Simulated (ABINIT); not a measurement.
# Beyond one shot: BaTiO3 (P4mm), part 2 of 4

Aim: iterate the self-energy on BaTiO3 (P4mm) and follow the gap from cycle to cycle.

ABINIT 10.8.3; PBE and many-body steps on it, plane waves. Known limits of the many-body steps: not at the basis limit; no spin-orbit coupling; coarse k mesh.

So far. Step 4 (G0W0): The gap on the mesh goes from 1.85 eV to 3.43 eV, a correction of +1.58 eV. Step 5 (evGW0, cycle 1): Against G0W0 in ABINIT (4×4×4 mesh, 79 bands, screening to 106.1 eV, Godby-Needs plasmon pole), the gap moves by +0.434 eV. This first cycle still uses the starting levels; it takes the full correction, at all points of the mesh, and its linearised value is 3.433 eV.

## 6. evGW0, cycle 2

Level of this step: evGW0 on PBE, plane waves, norm-conserving pseudopotentials (ABINIT).

The corrected levels of the last cycle go back in.

Contents of run.abi:

```
acell 3*1.0 Angstrom
rprim 
  3.990480000000 0.000000000000 0.000000000000
  0.000000000000 3.990480000000 0.000000000000
  0.000000000000 0.000000000000 4.023030000000
ntypat 3
znucl 56 22 8
natom 5
typat 1 2 3 3 3
xred 
  0.000000000000 0.000000000000 0.000000000000
  0.500000000000 0.500000000000 0.522000000000
  0.500000000000 0.500000000000 0.979000000000
  0.500000000000 0.000000000000 0.488000000000
  0.000000000000 0.500000000000 0.488000000000
pp_dirpath "pseudos"
pseudos "Ba.upf, Ti.upf, O.upf"
ecut 38
ngkpt 4 4 4
nshiftk 1
shiftk 0 0 0
kptopt 1
chksymbreak 0
istwfk *1
occopt 1
irdwfk 1
optdriver 4
nband 79
gwcalctyp 10
ecutsigx 38
symsigma 1
nkptgw 18
kptgw 
  0.0000000000 0.0000000000 0.0000000000
  0.2500000000 0.0000000000 0.0000000000
  0.5000000000 0.0000000000 0.0000000000
  0.2500000000 0.2500000000 0.0000000000
  0.5000000000 0.2500000000 0.0000000000
  0.5000000000 0.5000000000 0.0000000000
  0.0000000000 0.0000000000 0.2500000000
  0.2500000000 0.0000000000 0.2500000000
  0.5000000000 0.0000000000 0.2500000000
  0.2500000000 0.2500000000 0.2500000000
  0.5000000000 0.2500000000 0.2500000000
  0.5000000000 0.5000000000 0.2500000000
  0.0000000000 0.0000000000 0.5000000000
  0.2500000000 0.0000000000 0.5000000000
  0.5000000000 0.0000000000 0.5000000000
  0.2500000000 0.2500000000 0.5000000000
  0.5000000000 0.2500000000 0.5000000000
  0.5000000000 0.5000000000 0.5000000000
bdgw 
  12 24
  12 24
  12 24
  12 24
  12 24
  12 24
  12 24
  12 24
  12 24
  12 24
  12 24
  12 24
  12 24
  12 24
  12 24
  12 24
  12 24
  12 24
ecuteps 3.9
irdscr 1
ppmodel 1
irdqps 1
indata_prefix "in"
outdata_prefix "out"
tmpdata_prefix "tmp"
```

Command:

```bash
OMP_NUM_THREADS=1 mpirun -n 4 abinit run.abi > log
```

What it wrote:

```text
.Version 10.8.3 of ABINIT. v10.8.2 released Aug 2026.

 Symmetries : space group P4 m m (# 99); Bravais tP (primitive tetrag.)
[... echo of the input left out ...]
== DATASET  1 ==================================================================
-   mpi_nproc: 4, omp_nthreads: 1 (-1 if OMP is not activated)

--- !DatasetInfo
iteration_state: {dtset: 1, }
dimensions: {natom: 5, nkpt: 18, mband: 79, nsppol: 1, nspinor: 1, nspden: 1, mpw: 4868, }
cutoff_energies: {ecut:  38.0, pawecutdg:  -1.0, }
[...]
.  kptgw no:  3; Maximum DeltaE = (   0.069  -0.004) for band index: 13
[...]
.  kptgw no: 17; Maximum DeltaE = (   0.001  -0.001) for band index: 13
.  kptgw no: 18; Maximum DeltaE = (  -0.274  -0.001) for band index: 11

== END DATASET(S) ==============================================================
================================================================================

 -outvars: echo values of variables after computation  --------
           etotal      0.0000000000E+00
            nband          79
             nkpt          18
          spgroup          99
 [... the other variables as echoed above ...]

 Calculation completed.
```

Wall time 3.8 min (4 MPI ranks of Arm Neoverse V2, shared host); peak memory 2.3 GiB; 15 min of CPU time.

This step gave:

| Item | Value |
| --- | --- |
| quasiparticle gap on the mesh | 3.820 eV |
| gap of the density functional on the mesh | 1.851 eV |
| k of the valence top | 0.5, 0.5, 0.5 |
| k of the conduction bottom | 0, 0, 0 |
| least direct quasiparticle gap on the computed points | 4.194 eV |

Against the cycle before, the gap moves by −0.047 eV.

## 7. evGW0, cycle 3

run.abi is that of step 6.

What it wrote:

```text
.Version 10.8.3 of ABINIT. v10.8.2 released Aug 2026.

 Symmetries : space group P4 m m (# 99); Bravais tP (primitive tetrag.)
[... echo of the input left out ...]
== DATASET  1 ==================================================================
-   mpi_nproc: 4, omp_nthreads: 1 (-1 if OMP is not activated)

--- !DatasetInfo
iteration_state: {dtset: 1, }
dimensions: {natom: 5, nkpt: 18, mband: 79, nsppol: 1, nspinor: 1, nspden: 1, mpw: 4868, }
cutoff_energies: {ecut:  38.0, pawecutdg:  -1.0, }
[...]
.  kptgw no:  3; Maximum DeltaE = (  -0.009  -0.005) for band index: 13
[...]
.  kptgw no: 17; Maximum DeltaE = (   0.002  -0.000) for band index: 13
.  kptgw no: 18; Maximum DeltaE = (   0.015  -0.000) for band index: 10

== END DATASET(S) ==============================================================
================================================================================

 -outvars: echo values of variables after computation  --------
           etotal      0.0000000000E+00
            nband          79
             nkpt          18
          spgroup          99
 [... the other variables as echoed above ...]

 Calculation completed.
```

Run time: 3.8 min. Hardware: 4 MPI ranks; peak memory 2.3 GiB; 15 min of CPU time.

This step gave:

```
quasiparticle gap on the mesh                         : 3.800 eV
gap of the density functional on the mesh             : 1.851 eV
k of the valence top                                  : 0.5, 0.5, 0.5
k of the conduction bottom                            : 0, 0, 0
least direct quasiparticle gap on the computed points : 4.178 eV
```

Against the cycle before, the gap moves by −0.020 eV.

## 8. evGW0, cycle 4

run.abi is that of step 7.

What it wrote:

```text
.Version 10.8.3 of ABINIT. v10.8.2 released Aug 2026.

 Symmetries : space group P4 m m (# 99); Bravais tP (primitive tetrag.)
[... echo of the input left out ...]
== DATASET  1 ==================================================================
-   mpi_nproc: 4, omp_nthreads: 1 (-1 if OMP is not activated)

--- !DatasetInfo
iteration_state: {dtset: 1, }
dimensions: {natom: 5, nkpt: 18, mband: 79, nsppol: 1, nspinor: 1, nspden: 1, mpw: 4868, }
cutoff_energies: {ecut:  38.0, pawecutdg:  -1.0, }
[...]
.  kptgw no:  3; Maximum DeltaE = (   0.001  -0.005) for band index: 13
[...]
.  kptgw no: 17; Maximum DeltaE = (  -0.001  -0.000) for band index: 13
.  kptgw no: 18; Maximum DeltaE = (  -0.002  -0.000) for band index: 10

== END DATASET(S) ==============================================================
================================================================================

 -outvars: echo values of variables after computation  --------
           etotal      0.0000000000E+00
            nband          79
             nkpt          18
          spgroup          99
 [... the other variables as echoed above ...]

 Calculation completed.
```

Elapsed: 3.8 min, on 4 MPI ranks; peak memory 2.3 GiB; 15 min of CPU time.

Numbers from this step:

- quasiparticle gap on the mesh: 3.806 eV
- gap of the density functional on the mesh: 1.851 eV
- k of the valence top: 0.5, 0.5, 0.5
- k of the conduction bottom: 0, 0, 0
- least direct quasiparticle gap on the computed points: 4.183 eV

Against the cycle before, the gap moves by +0.006 eV.

## 9. Screening, 4×4×4 mesh, 79 bands, screening to 106.1 eV

This step: RPA screening on PBE, plane waves, norm-conserving pseudopotentials.

Contents of run.abi:

```
acell 3*1.0 Angstrom
rprim 
  3.990480000000 0.000000000000 0.000000000000
  0.000000000000 3.990480000000 0.000000000000
  0.000000000000 0.000000000000 4.023030000000
ntypat 3
znucl 56 22 8
natom 5
typat 1 2 3 3 3
xred 
  0.000000000000 0.000000000000 0.000000000000
  0.500000000000 0.500000000000 0.522000000000
  0.500000000000 0.500000000000 0.979000000000
  0.500000000000 0.000000000000 0.488000000000
  0.000000000000 0.500000000000 0.488000000000
pp_dirpath "pseudos"
pseudos "Ba.upf, Ti.upf, O.upf"
ecut 38
ngkpt 4 4 4
nshiftk 1
shiftk 0 0 0
kptopt 1
chksymbreak 0
istwfk *1
occopt 1
irdwfk 1
optdriver 3
nband 79
ecuteps 3.9
inclvkb 2
awtr 1
symchi 1
gwcalctyp 10
mbpt_sciss 2.249 eV
nqptdm 1
qptdm 
  0 0 0
indata_prefix "in"
outdata_prefix "out"
tmpdata_prefix "tmp"
```

What it wrote:

```text
.Version 10.8.3 of ABINIT. v10.8.2 released Aug 2026.

 Symmetries : space group P4 m m (# 99); Bravais tP (primitive tetrag.)
[... echo of the input left out ...]
== DATASET  1 ==================================================================
-   mpi_nproc: 4, omp_nthreads: 1 (-1 if OMP is not activated)

--- !DatasetInfo
iteration_state: {dtset: 1, }
dimensions: {natom: 5, nkpt: 18, mband: 79, nsppol: 1, nspinor: 1, nspden: 1, mpw: 4868, }
cutoff_energies: {ecut:  38.0, pawecutdg:  -1.0, }
electrons: {nelect:   4.00000000E+01, charge:   0.00000000E+00, occopt:   1.00000000E+00, tsmear:   1.00000000E-02, }

 SCREENING: Calculation of the susceptibility and dielectric matrices

 Based on a program developped by R.W. Godby, V. Olevano, G. Onida, and L. Reining.
 Incorporated in ABINIT by V. Olevano, G.-M. Rignanese, and M. Torrent.
.Using double precision arithmetic ; gwpc =  8

[... cell and pseudopotentials left out ...]
--------------------------------------------------------------------------------

 ==== K-mesh for the wavefunctions ====
 Number of points in the irreducible wedge :    18
[... list of points left out ...]
 Together with  8 symmetry operations and time-reversal symmetry
 yields    64 points in the full Brillouin Zone.

 ==== Q-mesh for the screening function ====
 Number of points in the irreducible wedge :    18
[... list of points left out ...]
 Together with  8 symmetry operations and time-reversal symmetry
 yields    64 points in the full Brillouin Zone.

 setmesh: FFT mesh size selected  =    27x   27x   27
          total number of points  =        19683

 vcoul_init : cutoff-mode = AUXILIARY_FUNCTION
 q-points for optical limit:   1
     1)      0.000010    0.000020    0.000030

 Dielectric matrix will be calculated only for some
 selected q points provided by the user through the input variables
 nqptdm and qptdm

- screening: taking advantage of time-reversal symmetry
- Maximum band index for partially occupied states nbvw = 20
- Remaining bands to be divided among processors   nbcw = 59
- Number of bands treated by each node ~14

 rdqps: reading QP wavefunctions of the previous step
        looking for file in_QPS
 file not found, 1st iteration initialized with KS eigenelements

 screening : performing a first self-consistency
 update of the energies in W by a scissor operator
 applying a scissor operator of [eV] :   2.249

 Number of electrons calculated from density =   40.0000; Expected =   40.0000
 average of density, n =  0.092525
 r_s =    1.3716
 omega_plasma =   29.3417 [eV]

 calculating chi0 at frequencies [eV] :
  1    0.000000E+00    0.000000E+00
  2    0.000000E+00    2.934172E+01

--------------------------------------------------------------------------------
  q-point number  1        q = ( 0.000000, 0.000000, 0.000000) [r.l.u.]
--------------------------------------------------------------------------------
[... chi0 elements left out ...]
 For q-point:  0.000010 0.000020 0.000030
  dielectric constant =   4.5949
  dielectric constant without local fields =   4.9998

  Average fulfillment of the sum rule on Im[epsilon] for q-point    1 :     55.95  [%]
[... wings left out ...]
== END DATASET(S) ==============================================================
================================================================================

 -outvars: echo values of variables after computation  --------
           etotal      0.0000000000E+00
            nband          79
             nkpt          18
          spgroup          99
 [... the other variables as echoed above ...]

 Calculation completed.
```

Run time: 20 s. Hardware: 4 MPI ranks; peak memory 1.2 GiB; 81 s of CPU time.

This step gave:

```yaml
eps_infinity_with_local_fields_on_this_mesh_along_the_program_s_q_direction: 4.595
the_same_without_local_fields: 5.000
plasma_frequency: 29.34 eV
plane_waves_in_the_screening_matrix: 171
```

This screening uses the functional's bands under a rigid shift, the mean opening of the cycle before.

## 10. Screening, 4×4×4 mesh, 79 bands, screening to 106.1 eV

This step: RPA screening on PBE from quasiparticle energies, plane waves, norm-conserving pseudopotentials.

run.abi: that of step 9 with these lines changed.

```diff
@@ -32,7 +32,23 @@
 symchi 1
+irdqps 1
 gwcalctyp 10
-mbpt_sciss 2.249 eV
-nqptdm 1
+nqptdm 17
 qptdm 
-  0 0 0
+  0.2500000000 0.0000000000 0.0000000000
+  0.5000000000 0.0000000000 0.0000000000
+  0.2500000000 0.2500000000 0.0000000000
+  0.5000000000 0.2500000000 0.0000000000
+  0.5000000000 0.5000000000 0.0000000000
+  0.0000000000 0.0000000000 0.2500000000
+  0.2500000000 0.0000000000 0.2500000000
+  0.5000000000 0.0000000000 0.2500000000
+  0.2500000000 0.2500000000 0.2500000000
+  0.5000000000 0.2500000000 0.2500000000
+  0.5000000000 0.5000000000 0.2500000000
+  0.0000000000 0.0000000000 0.5000000000
+  0.2500000000 0.0000000000 0.5000000000
+  0.5000000000 0.0000000000 0.5000000000
+  0.2500000000 0.2500000000 0.5000000000
+  0.5000000000 0.2500000000 0.5000000000
+  0.5000000000 0.5000000000 0.5000000000
 indata_prefix "in"
```

Contents of mrgscr.stdin:

```
2
merged
q0_SCR
out_SCR
1
```

Command:

```bash
OMP_NUM_THREADS=1 mpirun -n 4 abinit run.abi > log; mrgscr < mrgscr.stdin
```

What it wrote:

```text
.Version 10.8.3 of ABINIT. v10.8.2 released Aug 2026.

 Symmetries : space group P4 m m (# 99); Bravais tP (primitive tetrag.)
[... echo of the input left out ...]
== DATASET  1 ==================================================================
-   mpi_nproc: 4, omp_nthreads: 1 (-1 if OMP is not activated)

--- !DatasetInfo
iteration_state: {dtset: 1, }
dimensions: {natom: 5, nkpt: 18, mband: 79, nsppol: 1, nspinor: 1, nspden: 1, mpw: 4868, }
cutoff_energies: {ecut:  38.0, pawecutdg:  -1.0, }
[...]
q-point number  1        q = ( 0.250000, 0.000000, 0.000000) [r.l.u.]
--------------------------------------------------------------------------------
[... chi0 elements left out ...]
  Average fulfillment of the sum rule on Im[epsilon] for q-point    2 :     70.45  [%]

--------------------------------------------------------------------------------
  q-point number  2        q = ( 0.500000, 0.000000, 0.000000) [r.l.u.]
--------------------------------------------------------------------------------
[... chi0 elements left out ...]
  Average fulfillment of the sum rule on Im[epsilon] for q-point    3 :     63.01  [%]

 [... 15 further q-points ...]
```

Wall time 59 s (4 MPI ranks); peak memory 1.2 GiB.

Numbers from this step:

```yaml
plasma_frequency: 29.34 eV
plane_waves_in_the_screening_matrix: 171
```

This screening reads the quasiparticle levels of the cycle before.

## 11. evGW, cycle 1

This step: evGW on PBE, plane waves, norm-conserving pseudopotentials.

run.abi: that of step 10 with these lines changed.

```diff
@@ -26,12 +26,10 @@
 irdwfk 1
-optdriver 3
+optdriver 4
 nband 79
-ecuteps 3.9
-inclvkb 2
-awtr 1
-symchi 1
-irdqps 1
 gwcalctyp 10
-nqptdm 17
-qptdm 
+ecutsigx 38
+symsigma 1
+nkptgw 18
+kptgw 
+  0.0000000000 0.0000000000 0.0000000000
   0.2500000000 0.0000000000 0.0000000000
@@ -53,2 +51,25 @@
   0.5000000000 0.5000000000 0.5000000000
+bdgw 
+  12 24
+  12 24
+  12 24
+  12 24
+  12 24
+  12 24
+  12 24
+  12 24
+  12 24
+  12 24
+  12 24
+  12 24
+  12 24
+  12 24
+  12 24
+  12 24
+  12 24
+  12 24
+ecuteps 3.9
+irdscr 1
+ppmodel 1
+irdqps 1
 indata_prefix "in"
```

Command:

```bash
OMP_NUM_THREADS=1 mpirun -n 4 abinit run.abi > log
```

What it wrote:

```text
.Version 10.8.3 of ABINIT. v10.8.2 released Aug 2026.

 Symmetries : space group P4 m m (# 99); Bravais tP (primitive tetrag.)
[... echo of the input left out ...]
== DATASET  1 ==================================================================
-   mpi_nproc: 4, omp_nthreads: 1 (-1 if OMP is not activated)

--- !DatasetInfo
iteration_state: {dtset: 1, }
dimensions: {natom: 5, nkpt: 18, mband: 79, nsppol: 1, nspinor: 1, nspden: 1, mpw: 4868, }
cutoff_energies: {ecut:  38.0, pawecutdg:  -1.0, }
[...]
.  kptgw no:  3; Maximum DeltaE = (  -0.204   0.001) for band index: 13
[...]
.  kptgw no: 17; Maximum DeltaE = (  -0.198   0.001) for band index: 12
.  kptgw no: 18; Maximum DeltaE = (   0.249  -0.001) for band index: 10

== END DATASET(S) ==============================================================
================================================================================

 -outvars: echo values of variables after computation  --------
           etotal      0.0000000000E+00
            nband          79
             nkpt          18
          spgroup          99
 [... the other variables as echoed above ...]

 Calculation completed.
```

The job ended after 3.8 min (4 MPI ranks; peak memory 2.3 GiB; 15 min of CPU time).

This step gave:

| Item | Value |
| --- | --- |
| quasiparticle gap on the mesh | 4.308 eV |
| gap of the density functional on the mesh | 1.851 eV |
| k of the valence top | 0.5, 0.5, 0.5 |
| k of the conduction bottom | 0, 0, 0 |
| least direct quasiparticle gap on the computed points | 4.652 eV |

Against G0W0 in ABINIT (4×4×4 mesh, 79 bands, screening to 106.1 eV, Godby-Needs plasmon pole), the gap moves by +0.875 eV.

## 12. Screening, 4×4×4 mesh, 79 bands, screening to 106.1 eV

This step: RPA screening on PBE, plane waves, norm-conserving pseudopotentials.

Contents of run.abi:

```
acell 3*1.0 Angstrom
rprim 
  3.990480000000 0.000000000000 0.000000000000
  0.000000000000 3.990480000000 0.000000000000
  0.000000000000 0.000000000000 4.023030000000
ntypat 3
znucl 56 22 8
natom 5
typat 1 2 3 3 3
xred 
  0.000000000000 0.000000000000 0.000000000000
  0.500000000000 0.500000000000 0.522000000000
  0.500000000000 0.500000000000 0.979000000000
  0.500000000000 0.000000000000 0.488000000000
  0.000000000000 0.500000000000 0.488000000000
pp_dirpath "pseudos"
pseudos "Ba.upf, Ti.upf, O.upf"
ecut 38
ngkpt 4 4 4
nshiftk 1
shiftk 0 0 0
kptopt 1
chksymbreak 0
istwfk *1
occopt 1
irdwfk 1
optdriver 3
nband 79
ecuteps 3.9
inclvkb 2
awtr 1
symchi 1
gwcalctyp 10
mbpt_sciss 2.766 eV
nqptdm 1
qptdm 
  0 0 0
indata_prefix "in"
outdata_prefix "out"
tmpdata_prefix "tmp"
```

What it wrote:

```text
.Version 10.8.3 of ABINIT. v10.8.2 released Aug 2026.

 Symmetries : space group P4 m m (# 99); Bravais tP (primitive tetrag.)
[... echo of the input left out ...]
== DATASET  1 ==================================================================
-   mpi_nproc: 4, omp_nthreads: 1 (-1 if OMP is not activated)

--- !DatasetInfo
iteration_state: {dtset: 1, }
dimensions: {natom: 5, nkpt: 18, mband: 79, nsppol: 1, nspinor: 1, nspden: 1, mpw: 4868, }
cutoff_energies: {ecut:  38.0, pawecutdg:  -1.0, }
[...]
[... chi0 elements left out ...]
 For q-point:  0.000010 0.000020 0.000030
  dielectric constant =   4.4115
  dielectric constant without local fields =   4.7874

  Average fulfillment of the sum rule on Im[epsilon] for q-point    1 :     56.93  [%]
[... wings left out ...]
== END DATASET(S) ==============================================================
================================================================================

 -outvars: echo values of variables after computation  --------
           etotal      0.0000000000E+00
            nband          79
             nkpt          18
          spgroup          99
 [... the other variables as echoed above ...]

 Calculation completed.
```

The job ended after 20 s (4 MPI ranks; peak memory 1.2 GiB).

This step gave:

* ε∞ with local fields, on this mesh, along the program's q direction: 4.412
* the same without local fields: 4.787
* plasma frequency: 29.34 eV
* plane waves in the screening matrix: 171

This screening uses the functional's bands under a rigid shift, the mean opening of the cycle before.

(Part 2 of 4 ends here.)

[Paths, hosts, dates, memory and timing lines, banners, echoed tables and standing remarks are left out of the program output.]

[Logs are printed without paths, hosts, clocks, repeated set-up lines and the standing remarks that a program may print on its own settings, such as how far it seeks lower states.]

[Runs of the session that timed out or met a known fault of the program may be left out.]

[Hosts, paths, dates, database ids (printed as entryN), source tags and the programs' standing remarks are cut or masked in the printed files.]

[G0W0 gaps are taken among the corrected bands and points alone; a level outside them can change the order at an edge.]

[Where Ansatz stands beside ABINIT at settings called matched, ABINIT's density can come from a denser mesh and the files from another edition; pairs whose starting gaps differed by over 0.03 eV were left out, so agreement reads better than it is.]
